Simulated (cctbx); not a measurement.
## Occupancies in Zn12Cr

Cell a = 9.8930 Å, b = 8.6380 Å, c = 4.8930 Å, α = 90.00°, β = 118.80°, γ = 90.00°; space group C2/m (no. 12); nominal formula Zn12Cr.

The data are simulated with cctbx, not measured: synchrotron X-rays, λ = 0.4959 Å, to d = 0.8 Å, 95 % of the full sphere, strongest reflection 5000 counts, noise from counting, a 6 % proportional error and a noise floor of 4 counts (s.d.); no absorption.

With every site full:

```text
Rint 0.050, 405 unique reflections to 0.80 A
cycle     R1     wR2    GooF  max shift (A)
   1  0.0944  0.2142   3.763   0.00195
   2  0.0217  0.0567   0.997   0.00000
final R1 0.0217 wR2 0.0567 GooF 0.997  parameters 38  data/parameter 10.7
atom        x        y        z      Ueq    occ   su(xyz)  su(Uiso or U11)
Zn1    0.00000  0.21405  0.50000   0.0105  1.000  0.00012  0.0005
Zn2    0.71263  0.50000  0.71085   0.0065  1.000  0.00023  0.0004
Zn3    0.84631  0.50000  0.35401   0.0137  1.000  0.00027  0.0005
Zn4    0.00000  0.65606  0.00000   0.0075  1.000  0.00012  0.0005
Zn5    0.25000  0.75000  0.00000   0.0091  1.000  0.00000  0.0005
Zn6    0.75000  0.75000  0.50000   0.0078  1.000  0.00000  0.0005
Cr1    0.00000  0.00000  0.00000   0.0074  1.000  0.00000  0.0009
difference map: max 0.86 min -1.30 rms 0.29
Q1    0.0839  0.2341  0.8048    8    0.87  1.32 A from Zn1
Q2    0.1466  0.3271  0.3106    8    0.86  1.20 A from Zn6
Q3    0.0377  0.1129  0.1498    8    0.84  1.17 A from Cr1
Q4    0.1434  0.1092  0.4958    8    0.83  1.33 A from Zn2
Q5    0.2208  0.5000  0.9274    4    0.76  1.21 A from Zn3
Q6    0.1539  0.2606  0.4460    8    0.73  0.86 A from Zn6
```

With the occupancies of the suspect sites free, each still typed as its main element:

```text
Rint 0.050, 405 unique reflections to 0.80 A
cycle     R1     wR2    GooF  max shift (A)
   1  0.0527  0.1340   2.359   0.00051
   2  0.0189  0.0496   0.874   0.00003
final R1 0.0189 wR2 0.0496 GooF 0.873  parameters 39  data/parameter 10.4
atom        x        y        z      Ueq    occ   su(xyz)  su(Uiso or U11)
Zn1    0.00000  0.21401  0.50000   0.0112  1.000  0.00011  0.0005
Zn2    0.71269  0.50000  0.71090   0.0071  1.000  0.00020  0.0004
Zn3    0.84630  0.50000  0.35394   0.0111  0.942  0.00023  0.0005
Zn4    0.00000  0.65609  0.00000   0.0080  1.000  0.00010  0.0004
Zn5    0.25000  0.75000  0.00000   0.0096  1.000  0.00000  0.0004
Zn6    0.75000  0.75000  0.50000   0.0084  1.000  0.00000  0.0004
Cr1    0.00000  0.00000  0.00000   0.0078  1.000  0.00000  0.0008
su of occupancy Zn3: 0.005
difference map: max 0.84 min -1.21 rms 0.26
Q1    0.0851  0.2371  0.8046    8    0.86  1.33 A from Zn1
Q2    0.0345  0.1139  0.1497    8    0.85  1.17 A from Cr1
Q3    0.1480  0.3249  0.3102    8    0.84  1.18 A from Zn6
Q4    0.1453  0.1086  0.4929    8    0.77  1.33 A from Zn2
Q5    0.1691  0.0662  0.0169    8    0.71  1.73 A from Cr1
Q6    0.1489  0.2592  0.4335    8    0.71  0.89 A from Zn6
```

**Question.** What is the disorder?

X-rays count electrons. Zn3 refines to 0.942(0.005), or 28.3 electrons; the site truly holds 0.94 Zn, 28.2 electrons, which is 0.940 of Zn. A value under 1 can't tell vacancies from a lighter guest, and one over 1 needs a heavier guest; chemistry or a second radiation must settle which. Occupancy correlates with U and the scale, so the match is approximate.

Freeing them takes R1 from 0.0217 to 0.0189 and GooF from 1.00 to 0.87.

The model was made for the exercise: a known structure type with other elements put in, its volume estimated, not relaxed; displacement parameters are assumed.

[Middle refinement cycles are left out of these outputs.]

[Logs are printed without paths, hosts, clocks, repeated set-up lines and the standing remarks that a program may print on its own settings, such as how far it seeks lower states.]
